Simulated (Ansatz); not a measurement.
**KCl (Sylvite): the HSE06 gap against the k mesh of the hybrid**

Wanted: the cheapest k mesh of the hybrid that holds the HSE06 gap of KCl (Sylvite).

Calculated with Ansatz 0.2.0; DFT, HSE06, plane waves, PAW.

### Step 1. Starting point

Symmetry: Fm-3m, No. 225, cubic system. The conventional cell has a = 6.293 Å, b = 6.293 Å, c = 6.293 Å, α = 90.00°, β = 90.00°, γ = 90.00°. Nearest to K lie 6 Cl at 3.15 Å. Nearest to Cl lie 6 K at 3.15 Å. Farther neighbours and most contacts between anions are not listed.

The cell and positions come from the Crystallography Open Database and are kept as given unless a step says otherwise. The default PAW set here is soft_2. Its files were made with PBE.

### Step 2. k mesh of the hybrid: 2×2×2

Contents of input.yaml:

```yaml
crystal:
  lattice:
    - [0.0, 3.14647, 3.14647]
    - [3.14647, 0.0, 3.14647]
    - [3.14647, 3.14647, 0.0]
  atoms:
    - { symbol: K, position: [0.0, 0.0, 0.0] }
    - { symbol: Cl, position: [0.5, 0.5, 0.5] }
kpoints:
  mp_grid: { grid: [2, 2, 2] }
  band_path:
    path:
      - [0.0, 0.0, 0.0]
      - [0.5, 0.0, 0.5]
      - [0.625, 0.25, 0.625]
      - [0.375, 0.375, 0.75]
      - [0.5, 0.5, 0.5]
      - [0.5, 0.25, 0.75]
    npoints: 1
hamiltonian:
  xc: hse06
scf:
  occupations: { method: fixed }
  n_extra_bands: 4
output:
  eigenvalues: true
```

Launch:

```
$ ansatz run input.yaml --threads 3 --pin off --max-ram 92160MiB --backend cuda --events-out ev --progress --plain --runs-dir out --devices 1 --max-vram 13GiB
```

Numbers of over 12 decimals in the logs are rounded to 6 here.

Log:

```text
scf.n_extra_bands = 4 over 8 filled bands (N_el = 16.0): the run solves 12 bands
exact exchange: scf.exx.singularity resolves to wigner_seitz, which cuts the screened interaction at the faces of the exchange supercell's Wigner-Seitz cell, so that each pair interacts once, at the shortest of its separations (the periodic images that this leaves out come, for a point-like exchange hole, to about 0.044 eV on a filled level). The cut falls within the interaction's reach, and what an exchange supercel [...]
GPUs: using 1 of 1 available (devices: 1).
Engine: ansatz 0.2.0, x86_64-unknown-linux-gnu
Pseudopotentials: kind: paw
Pseudopotential: K, paw, valence charge 9, recommended cutoff 420 eV (normal), K.paw.azcp
Pseudopotential: Cl, paw, valence charge 7, recommended cutoff 420 eV (normal), Cl.paw.azcp
Functional definition: HSE06
  parameter a = 0.25
  parameter omega = 0.11/bohr
  exchange = pbe_x - a*pbe_x_sr(omega) + a*exact_x_sr(omega)
  correlation = pbe_c
davidson cushion auto → on  (no smearing: the cushion is to keep the highest requested band from converging to the state above it; pin scf.eigensolver.cushion to override)
device memory: the entry about to start is reckoned to put 0.8 GiB on a device that reports 55.2 GiB free (of which the cap on the GPU budget leaves the run 13.0 GiB)
GPU FFT provider: cuFFT
GPU libraries: cuBLAS 13.8.2, cuFFT 12.4.0, cuSOLVER 12.3.4
Crystal: 2 atoms, lattice volume = 62.302 Å³
Basis set: ecut = 420 eV, 1243 PW (Γ)
Bands: 12, of which v1, the nominal top of the filled ones, is band 8 counted from 1 (7 counted from 0)
Symmetry: 48 space group operations
Space group: Fm-3m (ITA 225), of the structure as read, at distance tolerance 4.0e-5 Å
k-points: 3 of 8
Non-local potential: K, projectors of the file, l = 0: 3, l = 1: 2, l = 2: 2
Non-local potential: Cl, projectors of the file, l = 0: 2, l = 1: 2, l = 2: 2
PAW form: soft (Blöchl's): semilocal exchange-correlation on the pseudo side does not see the compensation charge
PAW frozen core: K, regenerated for the run's functional, and the local potential with it (the file was generated under x = pbe(κ = 0.804, μ = 0.219515), c = pbe(β = 0.066725))
PAW frozen core: Cl, regenerated for the run's functional, and the local potential with it (the file was generated under x = pbe(κ = 0.804, μ = 0.219515), c = pbe(β = 0.066725))
PAW one-centre angular grid: K, 110 points (default); XC on 64 Gauss nodes
PAW one-centre angular grid: Cl, 110 points (default); XC on 64 Gauss nodes
Initial density: superposition of atomic densities (neutral atoms: chi_scale 0, normalization atom), corrected by the library's trained network
Initial wavefunctions: pseudopotential atomic-orbital guess
GPU buffer pool allocated for 27000 grid points (all kernels)
GPU transforms: local potential and band sums: pruned to the plane-wave sphere, on 30×30×30
Functional: x = pbe(κ = 0.804, μ = 0.219515), c = pbe(β = 0.066725), warm-up for x = pbe(κ = 0.804, μ = 0.219515) + 0.25 (exact − pbe) at short range (hse, ω = 0.207870 Å⁻¹), c = pbe(β = 0.066725); HSE06 as pw.x's `hse` composes it (authors' and Libxc's form: `xc: wpbeh`)
SCF iter   1: F=—  HF=-2621.147671 eV  |F-HF|=—  |Δ(HF+E_count)|=         —  Δρ=1.08e-3  dr2=1.52e-3  ethr=1.77e-3  ⟨swp⟩=2.0  Hψ=282  notcnv=0
preconditioner: auto → none  [insulator: Δε(μ)=5.173 eV  Ē_g=15.407 eV  n_scr=14 (ndim 8)  ℏωp=17.6 eV  f_vac=0.081]
iter 2 solved again at ethr=5.68e-7 eV; its pass at ethr=9.50e-6 eV (dr2=9.09e-5 eV) is discarded
SCF iter   2: F=-2621.147391 eV  HF=-2621.147349 eV  |F-HF|=4.20e-5  |Δ(HF+E_count)|=   3.22e-4  Δρ=4.33e-4  dr2=9.07e-5  ethr=5.68e-7  ⟨swp⟩=3.0  Hψ=217  notcnv=0  defer=2
SCF 1 stopped early in 2 iterations: F = -2621.147391 eV  dr2 = 9.07e-5
  greatest PAW one-centre occupation: 0.987 electrons in one spin orbital (limit 2), on the K atom at site 0 (counted from 0), in its partial waves of l = 0
[...]
Frozen-core exchange: fock
SCF iter   1: F=—  HF=-2622.824606 eV  |F-HF|=—  |Δ(HF+E_count)|=         —  Δρ=2.77e-3  dr2=3.33e-3  ethr=5.67e-6  ⟨swp⟩=7.7  Hψ=184  notcnv=0
preconditioner: auto → none  [insulator: Δε(μ)=6.497 eV  Ē_g=17.378 eV  n_scr=14 (ndim 8)  ℏωp=17.6 eV  f_vac=0.089]
SCF iter   2: F=—  HF=-2622.823816 eV  |F-HF|=—  |Δ(HF+E_count)|=   7.90e-4  Δρ=1.29e-3  dr2=7.03e-4  ethr=5.67e-6  ⟨swp⟩=4.0  Hψ=104  notcnv=0
SCF iter   3: F=—  HF=-2622.825085 eV  |F-HF|=—  |Δ(HF+E_count)|=   1.27e-3  Δρ=2.59e-4  dr2=8.01e-5  ethr=3.68e-6  ⟨swp⟩=4.3  Hψ=104  notcnv=0
SCF iter   4: F=—  HF=-2622.825065 eV  |F-HF|=—  |Δ(HF+E_count)|=   2.01e-5  Δρ=8.26e-5  dr2=5.33e-6  ethr=4.66e-7  ⟨swp⟩=3.3  Hψ=108  notcnv=0
SCF iter   5: F=-2622.825063 eV  HF=-2622.825063 eV  |F-HF|=1.02e-8  |Δ(HF+E_count)|=   1.76e-6  Δρ=1.96e-5  dr2=7.56e-7  ethr=2.90e-8  ⟨swp⟩=3.0  Hψ=101  notcnv=0
SCF 2 stopped early in 5 iterations: F = -2622.825063 eV  dr2 = 7.56e-7
  greatest PAW one-centre occupation: 0.989 electrons in one spin orbital (limit 2), on the K atom at site 0 (counted from 0), in its partial waves of l = 0
hybrid outer 1: dexx = +1.565e-3 eV, tail = 4.94e-6 eV
GPU FFT provider: cuFFT
GPU libraries: cuBLAS 13.8.2, cuFFT 12.4.0, cuSOLVER 12.3.4
GPU buffer pool allocated for 27000 grid points (all kernels)
GPU transforms: local potential and band sums: pruned to the plane-wave sphere, on 30×30×30
Exchange kernel: α = 0.2500, screened, ω = 0.2079 Å⁻¹, Wigner–Seitz truncation, v(0) = 786.3844 eV·Å³, q-mesh 2×2×2, nearest image of the exchange supercell L = 8.90 Å, pair-density grid 18×18×18, without the augmentation charges, whose exchange is taken in its separable form by FFT convolution over the k-point mesh (sized by the pseudopotential files, 25×25×25 at the most), smooth part of the exact exchange by density-matrix convolution in up to 196.7 MiB of GPU memory as planned if the GPU has room (build and FFT work areas not counted)
Frozen-core exchange: fock
SCF iter   1: F=—  HF=-2622.825092 eV  |F-HF|=—  |Δ(HF+E_count)|=         —  Δρ=3.54e-5  dr2=3.27e-7  ethr=1.54e-7  ⟨swp⟩=3.7  Hψ=100  notcnv=0
preconditioner: auto → none  [insulator: Δε(μ)=6.502 eV  Ē_g=17.390 eV  n_scr=14 (ndim 8)  ℏωp=17.6 eV  f_vac=0.112]
iter 2 solved again at ethr=1.54e-10 eV; its pass at ethr=1.95e-9 eV (dr2=2.46e-8 eV) is discarded
SCF iter   2: F=-2622.825092 eV  HF=-2622.825092 eV  |F-HF|=7.93e-9  |Δ(HF+E_count)|=   9.45e-8  Δρ=1.38e-5  dr2=3.40e-8  ethr=1.54e-10  ⟨swp⟩=4.0  Hψ=191  notcnv=0  defer=2
SCF 3 converged in 2 iterations: F = -2622.825092 eV  dr2 = 3.40e-8
hybrid outer 2: dexx = +1.606e-7 eV, tail = 7.72e-8 eV, Δε = 1.44e-3 eV (about 1.84e-4 eV left of the loop's levels)
device memory: the entry about to start is reckoned to put 0.3 GiB on a device that reports 58.1 GiB free (of which the cap on the GPU budget leaves the run 13.0 GiB)
NSCF: frozen V_eff on 6 k-points
hybrid SCF converged: 2 outer / 7 inner (+2 warm-up), last move |dexx| = 1.61e-7 eV, tail = 7.72e-8 eV
Stability not checked: this state was not tested for a lower state beside it, because the functional holds exact exchange (a hybrid, or Hartree-Fock), whose exchange loop this test does not read (fock_operator; see scf.lower_state_search)
Free energy (F): -2622.825092 eV
Frozen-core exchange: fock
Harris-Foulkes:  -2622.825092 eV  (|F-HF|=7.93e-9)
Internal energy: -2622.825092 eV  (E = F + TS)
E sigma→0 (E₀):  -2622.825092 eV
Fermi energy:    -0.089984 eV
--- Per-component energies (eV) ---
  E_band       = -157.527971
  E_kinetic    = 416.660739
  E_local      = -835.504384  (includes V_loc(G=0)·N_el)
  E_nonlocal   = 40.908583
  E_hartree    = 280.610970
  E_xc         = -194.815854
  E_vxc        = -229.060420  (∫ρ·V_xc dr)
  E_exx        = -39.523146  (= α·E_x^exact, valence–valence)
  E_paw        = -1451.889162  (= ΣΔE_a)
  E_vpaw       = -32.708540  (= ΣTr[D̂ρ^β])
  E_aug_tail   = 0.000085  (compensation charges beyond the density's cutoff)
  E_ewald      = -839.020646
  E_core_change = -0.252277  (= ΣΔE_core)
  E_smearing   = -0.000000  (= −TS)
  E_closure    = -0.000000  (closes the sum)
  Σ components = -2622.825092   (vs F -2622.825092, Δ=0.00e0)
--- Band table (eV) ---
  k-point 0: bands = [... 4 lower, -11.4903, -0.0900, -0.0900, -0.0900, 6.4116, 9.7889, 9.7889, 9.7889]
  k-point 1: bands = [... 4 lower, -11.2554, -1.1675, -0.4242, -0.4242, 8.8053, 9.9980, 12.1752, 12.1752]
  k-point 2: bands = [... 4 lower, -11.5483, -0.7689, -0.3231, -0.3231, 7.7872, 9.7034, 11.3996, 11.8645]
```

Elapsed: 8.6 s, on 1 × NVIDIA H100 80GB HBM3 (shared by 6 runs) with 3 threads of AMD EPYC 7R13 (Zen 3), shared host; peak memory 0.99 GiB; 5.1 s of CPU time.

The column dr2 measures how far the density is from self-consistency, as an energy; F and HF (Harris–Foulkes) agree once it is small.

This step gave:

```
gap                     : 6.502 eV
valence top at          : Γ
conduction bottom at    : Γ
least direct gap        : 6.502 eV
exact-exchange fraction : 0.25
```

The gap is direct, at Γ.

### Step 3. k mesh of the hybrid: 6×6×6

input.yaml: that of step 2 with these lines changed.

```diff
@@ -9,3 +9,3 @@
 kpoints:
-  mp_grid: { grid: [2, 2, 2] }
+  mp_grid: { grid: [6, 6, 6] }
   band_path:
```

Log:

```text
[...]
GPUs: using 1 of 1 available (devices: 1).
[...]
GPU FFT provider: cuFFT
GPU libraries: cuBLAS 13.8.2, cuFFT 12.4.0, cuSOLVER 12.3.4
Crystal: 2 atoms, lattice volume = 62.302 Å³
Basis set: ecut = 420 eV, 1243 PW (Γ)
Bands: 12, of which v1, the nominal top of the filled ones, is band 8 counted from 1 (7 counted from 0)
Symmetry: 48 space group operations
[...]
k-points: 16 of 216
[...]
E sigma→0 (E₀):  -2622.888472 eV
Fermi energy:    -0.132964 eV
[...]
--- Band table (eV; the first three rows and the last of 16) ---
  k-point 0: bands = [... 4 lower, -11.4729, -0.1330, -0.1330, -0.1330, 6.3663, 9.7761, 9.7761, 9.7761]
  k-point 1: bands = [... 4 lower, -11.4144, -0.4509, -0.2213, -0.2213, 7.0124, 9.5524, 10.1414, 10.1414]
  k-point 2: bands = [... 4 lower, -11.3029, -0.9921, -0.3898, -0.3898, 8.2551, 9.5942, 11.1385, 11.1385]
  k-point 15: bands = [... 4 lower, -11.4252, -0.7374, -0.5762, -0.5117, 8.5122, 10.2419, 10.4436, 11.7469]
[key lines of the parts left out:]
Free energy (F): -2622.888472 eV
```

It took 12 s on 1 × NVIDIA H100 80GB HBM3 (shared by 6 runs) with 3 threads; peak memory 1.2 GiB; 14 s of CPU time.

Numbers from this step:

| Item | Value |
| --- | --- |
| gap | 6.499 eV |
| valence top at | Γ |
| conduction bottom at | Γ |
| least direct gap | 6.499 eV |

The gap is 6.499 eV, −0.002 eV from the run before at this level.

### Step 4. The series

Differences are against the last row; a negative gap means that bands overlap, and a run with a band path holds that path's time. Times are wall times on 1 × NVIDIA H100 80GB HBM3 (shared by 6 runs) with 3 threads of AMD EPYC 7R13 (Zen 3), shared host, good to a factor of about two.

```
k mesh of the hybrid  gap (eV)  direct gap (eV)  gap error (eV)  energy error (meV/atom)  irreducible k   time
               2×2×2     6.502            6.502          +0.002                    +31.7              3  8.6 s
               6×6×6     6.499            6.499          +0.000                     +0.0             16   12 s
```

### Step 5. Outcome

- 2×2×2: 6.502 eV
- 6×6×6: 6.499 eV

The gap holds to 0.02 eV from 2×2×2 on, the cheapest setting tried. At 2×2×2 the gap is off by +0.002 eV and the energy by +32 meV/atom. The gap is read over the mesh and added points near the edges, so meshes differ mainly through the density and, for a hybrid, the exchange operator.

[Paths, hosts, dates, memory and timing lines, banners, echoed tables and standing remarks are left out of the program output.]

[Logs are printed without paths, hosts, clocks, repeated set-up lines and the standing remarks that a program may print on its own settings, such as how far it seeks lower states.]

[Runs of the session that timed out or met a known fault of the program may be left out.]

[Cells called generated may have been cut or substituted from an entry of the Crystallography Open Database or the Materials Project.]

[Hosts, paths, dates, database ids (printed as entryN), source tags and the programs' standing remarks are cut or masked in the printed files.]
